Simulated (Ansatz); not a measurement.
# Quasi-harmonic thermodynamics of ReS (hypothetical, F-43m), part 2 of 3

Wanted: α(T), C_P(T) and B(T) of ReS (hypothetical) in the quasi-harmonic approximation. The crystal structure is hypothetical: it was made by swapping elements on a known structure type.

Ansatz 0.2.0; DFT PBEsol, scalar-relativistic, plane waves, PAW.

So far. Step 2 (Probe on a coarse mesh): The start is under -30 GPa at this level and looks like a metal on this mesh.

## (5) Relaxing to small residual forces and stress

The relaxation is repeated with tighter thresholds on force and stress, since phonons are sensitive to what is left; a change of mesh or smearing in the input moves the cell too.

input.yaml reads:

```yaml
crystal:
  lattice:
    - [0.0, 2.592151656, 2.592151656]
    - [2.592151656, 0.0, 2.592151656]
    - [2.592151656, 2.592151656, 0.0]
  atoms:
    - { symbol: Re, position: [0.0, 0.0, 0.0] }
    - { symbol: S, position: [0.25, 0.25, 0.25] }
kpoints:
  mp_grid: { grid: [16, 16, 16] }
hamiltonian:
  xc: pbesol
scf:
  occupations: { method: methfessel_paxton, width: 0.15 }
output:
  forces: true
  stress: true
  eigenvalues: true
  write_density: true
  write_potential: true
  elf: true
  volumetric_format: npy
relax:
  adjacent_minimum: "off"
  f_tol: 0.001
  max_steps: 60
  cell: { stress_tol: 0.01 }
```

Run with:

```sh
> ansatz run input.yaml --threads 4 --pin off --max-ram 8192MiB --backend cpu --events-out ev --progress --plain --runs-dir out
```

Numbers of over 12 decimals in the logs are rounded to 6 here.

What it wrote:

```text
[...]
Crystal: 2 atoms, lattice volume = 34.835 Å³
Basis set: ecut = 420 eV, 701 PW (Γ), exchange–correlation on 50×50×50 points (8 copies of the dense FFT grid, shifted against one another)
Bands: 15, of which v1, the nominal top of the filled ones, is band 11 counted from 1 (10 counted from 0)
Symmetry: 24 space group operations
[...]
k-points: 145 of 4096 (time reversal used)
[...]
SCF iter   1: F=—  HF=-11621.559725 eV  |F-HF|=—  |Δ(HF+E_count)|=         —  Δρ=6.38e-3  dr2=6.35e-3  ethr=1.77e-3  ⟨swp⟩=5.0  Hψ=12103  notcnv=0
[...]
SCF iter   7: F=-11621.560313 eV  HF=-11621.560313 eV  |F-HF|=3.46e-11  |Δ(HF+E_count)|=   1.46e-8  S|Δr|=    0.00e0  Δρ=3.25e-6  dr2=2.71e-9  ethr=4.76e-10  ⟨swp⟩=8.0  Hψ=11798  notcnv=0
SCF 1 converged in 7 iterations: F = -11621.560313 eV  dr2 = 2.71e-9
[...]
relax step   1: F+E_penalty+E_count = -11621.56031272 eV  Δ(F+E_penalty+E_count) = +0.000e0 eV  max|allowed force component| = 1.388e-17 eV/Å  Δτ_max = 0.0000 Å  P = -0.055 GPa  Ω = 34.835 Å³  (7 SCF iters, dr2 threshold 1.00e-7 eV, accepted)
Crystal: 2 atoms, lattice volume = 34.824 Å³
[...]
SCF iter   3: F=-11621.560319 eV  HF=-11621.560319 eV  |F-HF|=2.84e-10  |Δ(HF+E_count)|=   3.29e-8  S|Δr|=    0.00e0  Δρ=2.69e-6  dr2=2.85e-9  ethr=3.63e-11  ⟨swp⟩=6.1  Hψ=12467  notcnv=0
SCF 2 converged in 3 iterations: F = -11621.560319 eV  dr2 = 2.85e-9
relax step   2: F+E_penalty+E_count = -11621.56031880 eV  Δ(F+E_penalty+E_count) = -6.079e-6 eV  max|allowed force component| = 5.551e-17 eV/Å  Δτ_max = 0.0000 Å  P = +0.005 GPa  Ω = 34.824 Å³  energy of the carried Pulay correction = +4.401e-6 eV  (3 SCF iters, dr2 threshold 7.62e-9 eV, accepted)
[...]
SCF iter   1: F=—  HF=-11621.560313 eV  |F-HF|=—  |Δ(HF+E_count)|=         —  Δρ=3.23e-6  dr2=2.26e-9  ethr=7.69e-8  ⟨swp⟩=3.0  Hψ=18145  notcnv=0
eigensolver tolerance schedule: the retry pair's looser diagonalisation over-reported the residual by 7142.53 of it (diagonalisation noise at 0.22 of the residual, at the tolerance the schedule requests for it); recorded, not acted on — ethr = c·dr2/N_el stays at c = 1.0e-1
[...]
SCF iter   2: F=—  HF=-11621.560308 eV  |F-HF|=—  |Δ(HF+E_count)|=   4.68e-6  S|Δr|=    0.00e0  Δρ=2.26e-6  dr2=1.93e-9  ethr=1.08e-11  ⟨swp⟩=3.1  Hψ=4242  notcnv=0
[...]
SCF iter   7: F=-11621.560308 eV  HF=-11621.560308 eV  |F-HF|=9.09e-12  |Δ(HF+E_count)|=    0.00e0  S|Δr|=    0.00e0  Δρ=3.67e-9  dr2=5.85e-15  ethr=1.00e-12  ⟨swp⟩=3.2  Hψ=8217  notcnv=0
SCF 3 converged in 7 iterations: F = -11621.560308 eV  dr2 = 5.85e-15
relax step   3: F+E_penalty+E_count = -11621.56030794 eV  Δ(F+E_penalty+E_count) = +1.086e-5 eV  max|allowed force component| = 5.089e-17 eV/Å  Δτ_max = 0.0000 Å  P = +0.006 GPa  Ω = 34.824 Å³  stress off target by 5.59e-3 GPa  SCF on the basis re-selected at this cell (its energy is not comparable with the rows above)  (7 SCF iters)
[...]
SCF converged after 7 iterations
Stability not checked: this state was not tested for a lower state beside it, because cold or Methfessel-Paxton smearing, or corrected tetrahedra, fill the levels in a way that the test cannot read (fill_not_monotonic; see scf.lower_state_search)
Free energy (F): -11621.560308 eV
[...]
Internal energy: -11621.557813 eV  (E = F + TS)
E sigma→0 (E₀):  -11621.559684 eV
Entropy (-TS):   -0.002495 eV (-1.247 meV/atom)
Fermi energy:    14.043422 eV
[...]
--- Stress (GPa, compression-positive) ---
        0.005591       0.000000       0.000000
        0.000000       0.005591      -0.000000
        0.000000      -0.000000       0.005591
  P = ⅓ Tr σ = 0.0056 GPa (0.056 kbar)
--- Band table (eV; the first three rows and the last of 145) ---
  k-point 0: bands = [... 7 lower, 7.6982, 12.8581, 12.8581, 15.3153, 18.9693, 18.9693, 18.9693, 22.3624]
  k-point 1: bands = [... 7 lower, 7.7226, 12.8334, 12.8334, 15.4813, 18.7896, 18.9871, 18.9871, 22.0714]
  k-point 2: bands = [... 7 lower, 7.7910, 12.7781, 12.7781, 15.9235, 18.2845, 18.9771, 18.9771, 21.4246]
  k-point 144: bands = [... 7 lower, 9.3293, 11.3372, 12.5869, 14.0042, 15.2916, 16.8616, 21.8765, 22.1915]
--- Relaxed structure (2 steps of the walk, 2 accepted, 1 SCFs on fresh bases) ---
[...]
cell:  # Å, volume = 34.8238 Å³
    - [0, 2.591883, 2.591883]
    - [2.591883, 0, 2.591883]
    - [2.591883, 2.591883, 0]
  atoms:
    - { symbol: Re, position: [0, 0, 0] }
    - { symbol: S, position: [0.25, 0.25, 0.25] }
```

It took 8.8 s on 4 threads of Intel Xeon Platinum 8488C (Sapphire Rapids), shared host; peak memory 0.49 GiB; 32 s of CPU time.

Little changed from the start: no atom moved by 0.005 Å and no cell edge by 0.1 %.

This step gave:

* pressure: 0.005591 GPa
* volume per atom: 17.41 Å³

Electrostatic potential energy in the ac plane of a cell with a along [110], b along [-110] and c along [001] of the cube at fractional y = 0.000, with atoms of Re and S within 0.2 Å of it. With pseudopotentials it is smooth inside the atoms' cores, unlike the true potential.

Ten even steps from '0' (-53 eV) to '9' (18 eV), each cell a mean:
```
01588887200158888720
24775567532477556753
78854447877885444787
99844536999984453699
99864348999986434899
99987689999998768999
99999999999999999999
99999999999999999999
99999999999999999999
99999999999999999999
89999999988999999998
56899999755689999975
02699998410269999841
00589997200058999720
```
Columns run along a (7.3 Å; values clipped at the 3rd and 97th percentile), rows up along c (5.2 Å), edges of the conventional cell, whose origin can differ from the input's. Atoms in or near the plane, at fractional coordinates: Re at (0.50, 0.00), Re at (0.00, 0.00), S at (0.75, 0.75), S at (0.25, 0.75).

ELF in the ac plane of a cell with a along [110], b along [-110] and c along [001] of the cube at fractional y = 0.000, with atoms of Re and S within 0.2 Å of it. It is the smooth field of the valence electrons, not physical close to the nuclei.

Ten even steps from '0' (0.02) to '9' (0.81), each cell a mean:
```
77457864677745786467
85599896478559989647
54795389545479538954
34882069633488206963
13686677421368667742
01378985200137898520
00145652000014565200
00012321000001232100
00011111000001111100
21111111122111111112
32111111233211111123
64111111256411111125
87312211588731221158
58523433775852343377
```
Columns run along a (7.3 Å), rows up along c (5.2 Å), edges of the conventional cell, whose origin can differ from the input's. Atoms in or near the plane, at fractional coordinates: Re at (0.50, 0.00), Re at (0.00, 0.00), S at (0.75, 0.75), S at (0.25, 0.75).

Valence density in the ac plane of a cell with a along [110], b along [-110] and c along [001] of the cube at fractional y = 0.000, with atoms of Re and S within 0.2 Å of it. It is the smooth field of the valence electrons, not physical close to the nuclei.

Values in e/Å³, 8 rows by 16 columns, each cell a mean:
```
5.4 2.5 0.8 0.7 0.7 0.7 1.6 4.6 5.4 2.5 0.8 0.7 0.7 0.7 1.6 4.6
0.8 0.6 1.0 1.0 0.7 1.1 0.7 0.7 0.8 0.6 1.0 1.0 0.7 1.1 0.7 0.7
0.1 0.2 0.6 0.9 0.8 0.8 0.3 0.1 0.1 0.2 0.6 0.9 0.8 0.8 0.3 0.1
0.0 0.1 0.2 0.4 0.5 0.3 0.1 0.1 0.0 0.1 0.2 0.4 0.5 0.3 0.1 0.1
0.0 0.1 0.1 0.1 0.1 0.1 0.1 0.1 0.0 0.1 0.1 0.1 0.1 0.1 0.1 0.1
0.2 0.1 0.1 0.1 0.1 0.1 0.1 0.2 0.2 0.1 0.1 0.1 0.1 0.1 0.1 0.2
1.5 0.6 0.2 0.1 0.1 0.1 0.4 1.2 1.5 0.6 0.2 0.1 0.1 0.1 0.4 1.2
6.3 3.2 0.5 0.2 0.2 0.3 1.8 5.6 6.3 3.2 0.5 0.2 0.2 0.3 1.8 5.6
```
Columns run along a (7.3 Å), rows up along c (5.2 Å), edges of the conventional cell, whose origin can differ from the input's. Atoms in or near the plane, at fractional coordinates: Re at (0.50, 0.00), Re at (0.00, 0.00), S at (0.75, 0.75), S at (0.25, 0.75).

The residual pressure is 0.0056 GPa, small enough for phonons.

## (6) An input with a fault

This input was changed on purpose, to see how the program answers.

input.yaml reads:

```yaml
crystal:
  lattice:
    - [0.0, 2.5918834164, 2.5918834164]
    - [2.5918834164, 0.0, 2.5918834164]
    - [2.5918834164, 2.5918834164, 0.0]
  atoms:
    - { symbol: Re, position: [0.0, 0.0, 0.0] }
    - { symbol: S, position: [0.25, 0.25, 0.25] }
kpoints:
  mp_grid: { grid: [16, 16, 16] }
hamiltonian:
  xc: pbesol
scf:
  occupations: { method: methfessel_paxton, width: 0.15 }
  max_iter: 60
output:
  eigenvalues: true
phonons:
  method: dfpt
  qmesh: [4, 4, 4]
  amplitude: 0.01
  thermal_expansion: {}
```

What it wrote:

```text
Error: invalid value for `phonons.amplitude`: set with method: dfpt — a finite-displacement knob (the displacement step); dfpt computes the analytic response in the run's own cell, with no displaced geometries; remove amplitude or use method: fd, without the keys that are dfpt's alone (method's entry in the input reference names them)
```

It took 0.03 s on 4 threads; peak memory 0.044 GiB.

The input was rejected at the start.

The program's message: “Error: invalid value for `phonons.amplitude`: set with method: dfpt — a finite-displacement knob (the displacement step); dfpt computes the analytic response in the run's own cell, with no displaced g …”

The fault put into the input: a displacement amplitude under linear response.

## (7) The quasi-harmonic study, q-mesh 2×2×2

The study relaxes the crystal at several strains, solves the phonons on some of them and minimises the free energy at each temperature (static energy, vibrations, the electrons in a metal, and PV under a set pressure); the q-mesh sets how far the force constants reach.

input.yaml, the sections that differ from step 6:

```yaml
scf:
  occupations: { method: methfessel_paxton, width: 0.15 }
phonons:
  method: dfpt
  qmesh: [2, 2, 2]
  temperatures: { t_max: 800.0, t_step: 50 }
  thermal_expansion: {}
# crystal, kpoints, hamiltonian, output: as in step 6
```

What it wrote:

```text
The last accepted step is kept in <dir> (removed where the run ends without a failure and the disk answers)
Engine: ansatz 0.2.0, x86_64-unknown-linux-gnu
Pseudopotentials: kind: paw
Pseudopotential: Re, paw, valence charge 15, recommended cutoff 420 eV (normal), Re.paw.azcp
Pseudopotential: S, paw, valence charge 6, recommended cutoff 420 eV (normal), S.paw.azcp
Functional definition: PBEsol
  exchange = pbesol_x
  correlation = pbesol_c
Crystal: 2 atoms, lattice volume = 34.824 Å³
Basis set: ecut = 487.2 eV, 869 PW (Γ), exchange–correlation on 54×54×54 points (8 copies of the dense FFT grid, shifted against one another)
Bands: 15, of which v1, the nominal top of the filled ones, is band 11 counted from 1 (10 counted from 0)
Symmetry: 24 space group operations
Space group: F-43m (ITA 216), of the structure as read, at distance tolerance 3.3e-5 Å
k-points: 145 of 4096 (time reversal used)
Non-local potential: Re, projectors of the file, l = 0: 3, l = 1: 2, l = 2: 2, l = 3: 1
Non-local potential: S, projectors of the file, l = 0: 2, l = 1: 2, l = 2: 2
PAW form: soft (Blöchl's): semilocal exchange-correlation on the pseudo side does not see the compensation charge
PAW frozen core: Re, regenerated for the run's functional, and the local potential with it (the file was generated under x = pbe(κ = 0.804, μ = 0.219515), c = pbe(β = 0.066725))
PAW frozen core: S, regenerated for the run's functional, and the local potential with it (the file was generated under x = pbe(κ = 0.804, μ = 0.219515), c = pbe(β = 0.066725))
PAW one-centre angular grid: Re, 590 points (default); XC on 64 Gauss nodes
PAW one-centre angular grid: S, 110 points (default); XC on 64 Gauss nodes
Initial density: superposition of atomic densities (neutral atoms: chi_scale 0, normalization atom), corrected by the library's trained network
Initial wavefunctions: pseudopotential atomic-orbital guess
Functional: x = pbesol(κ = 0.804, μ = 0.123457), c = pbesol(β = 0.046)
SCF iter   1: F=—  HF=-11621.561929 eV  |F-HF|=—  |Δ(HF+E_count)|=         —  Δρ=6.36e-3  dr2=6.37e-3  ethr=1.77e-3  ⟨swp⟩=5.0  Hψ=12067  notcnv=0
preconditioner: auto → Kerker (q_TF=auto, 2.508 Å⁻¹)  [metal: Δε(μ)=0.006 eV  Ē_g=9.878 eV  σ=0.150 eV  W_gap=0.03  n_scr=14 (ndim 8)  ℏωp=22.7 eV  f_vac=0.003  D(μ)=2.58/eV (n_scr^D=26)]
SCF iter   2: F=—  HF=-11621.561830 eV  |F-HF|=—  |Δ(HF+E_count)|=   9.83e-5  S|Δr|=    0.00e0  Δρ=3.74e-3  dr2=2.36e-3  ethr=3.03e-5  ⟨swp⟩=1.5  Hψ=3589  notcnv=0
SCF iter   3: F=—  HF=-11621.562457 eV  |F-HF|=—  |Δ(HF+E_count)|=   6.27e-4  S|Δr|=    0.00e0  Δρ=5.16e-4  dr2=1.02e-4  ethr=1.12e-5  ⟨swp⟩=2.6  Hψ=3486  notcnv=0
[...]
Free energy (F): -11621.562505 eV
Harris-Foulkes:  -11621.562505 eV  (|F-HF|=5.46e-12)
Internal energy: -11621.560010 eV  (E = F + TS)
E sigma→0 (E₀):  -11621.561882 eV
Entropy (-TS):   -0.002495 eV (-1.248 meV/atom)
Fermi energy:    14.043375 eV
--- Per-component energies (eV) ---
  E_band       = -185.700309
  E_kinetic    = 654.192799
  E_local      = -1384.991286  (includes V_loc(G=0)·N_el)
  E_nonlocal   = 82.107314
  E_hartree    = 503.235719
  E_xc         = -497.405515
  E_vxc        = -391.737008  (∫ρ·V_xc dr)
  E_paw        = -9116.459802  (= ΣΔE_a)
  E_vpaw       = -151.743507  (= ΣTr[D̂ρ^β])
  E_aug_tail   = -0.000034  (compensation charges beyond the density's cutoff)
  E_ewald      = -1862.534414
  E_core_change = 0.295211  (= ΣΔE_core)
  E_smearing   = -0.002495  (= −TS)
  E_closure    = 0.000000  (closes the sum)
  Σ components = -11621.562505   (vs F -11621.562505, Δ=0.00e0)
--- Forces (eV/Å), atoms counted from 1 ---
  atom   1  Re    -0.00000000     0.00000000     0.00000000
  atom   2  S     -0.00000000     0.00000000     0.00000000
  max |Σ_I F_I| component: 2.59e-16 eV/Å
--- Stress (GPa, compression-positive) ---
        0.001947      -0.000000       0.000000
       -0.000000       0.001947      -0.000000
        0.000000      -0.000000       0.001947
  P = ⅓ Tr σ = 0.0019 GPa (0.019 kbar)
--- Band table (eV; the first three rows and the last of 145) ---
  k-point 0: bands = [... 7 lower, 7.6983, 12.8582, 12.8582, 15.3150, 18.9693, 18.9693, 18.9693, 22.3619]
  k-point 1: bands = [... 7 lower, 7.7227, 12.8335, 12.8335, 15.4811, 18.7895, 18.9871, 18.9871, 22.0708]
  k-point 2: bands = [... 7 lower, 7.7911, 12.7781, 12.7781, 15.9233, 18.2844, 18.9770, 18.9770, 21.4241]
  k-point 144: bands = [... 7 lower, 9.3293, 11.3372, 12.5870, 14.0042, 15.2917, 16.8616, 21.8762, 22.1910]
── thermal expansion: 3 new cells, 3 in all ──
thermal expansion: relaxation of cell 2
thermal expansion: relaxation of cell 3
── thermal expansion: 2 new cells, 5 in all ──
thermal expansion: relaxation of cell 4
thermal expansion: lower-state search of cell 4
thermal expansion: electrons of cell 4
thermal expansion: phonons of cell 4
WARN: thermal expansion: vibrations_at_or_below_zero in the phonons of 1 cell: 4
this run last wrote the structure of step 1 to <dir>
--- Relaxed structure (1 steps of the walk, 1 accepted, 0 SCFs on fresh bases) ---
  F+E_penalty+E_count = -11621.56250539 eV   max|allowed force component| = 1.850e-17 eV/Å
  atoms:
    - { symbol: Re, position: [0.0, 0.0, 0.0] }
    - { symbol: S, position: [0.25, 0.25, 0.25] }
--- Thermal expansion: 5 cells in 2 rounds, 0 GPa ---
  no lower state was reached at cell 4; its state was not examined: fill_not_monotonic
  not told: vibrations stand at or below zero in cell 4 (1.000 modes a cell, the lowest at -28.8 cm⁻¹): the crystal is at no minimum there, or its k-points are too few: type the crystal that it becomes, another pressure, or a denser kpoints.mp_grid, in a new run
  vibrations_at_or_below_zero in the phonons of 1 cell: 4
Error: vibrations stand at or below zero in cell 4 (1.000 modes a cell, the lowest at -28.8 cm⁻¹): the crystal is at no minimum there, or its k-points are too few: type the crystal that it becomes, another pressure, or a denser kpoints.mp_grid, in a new run
[key lines of the parts left out:]
SCF converged after 9 iterations
```

The job ended after 2.3 min (4 threads; peak memory 1.9 GiB).

The run ended with an error.

The program's message: “vibrations stand at or below zero in cell 4 (1.000 modes a cell, the lowest at -28.8 cm⁻¹): the crystal is at no minimum there, or its k-points are too few: type the crystal that it becomes, another p …”

(Part 2 of 3 ends here.)

[Logs are printed without paths, hosts, clocks, repeated set-up lines and the standing remarks that a program may print on its own settings, such as how far it seeks lower states.]

[Hosts, paths, dates, database ids (printed as entryN), source tags and the programs' standing remarks are cut or masked in the printed files.]

[A step with changed settings may run another functional than the one named; its input shows which.]
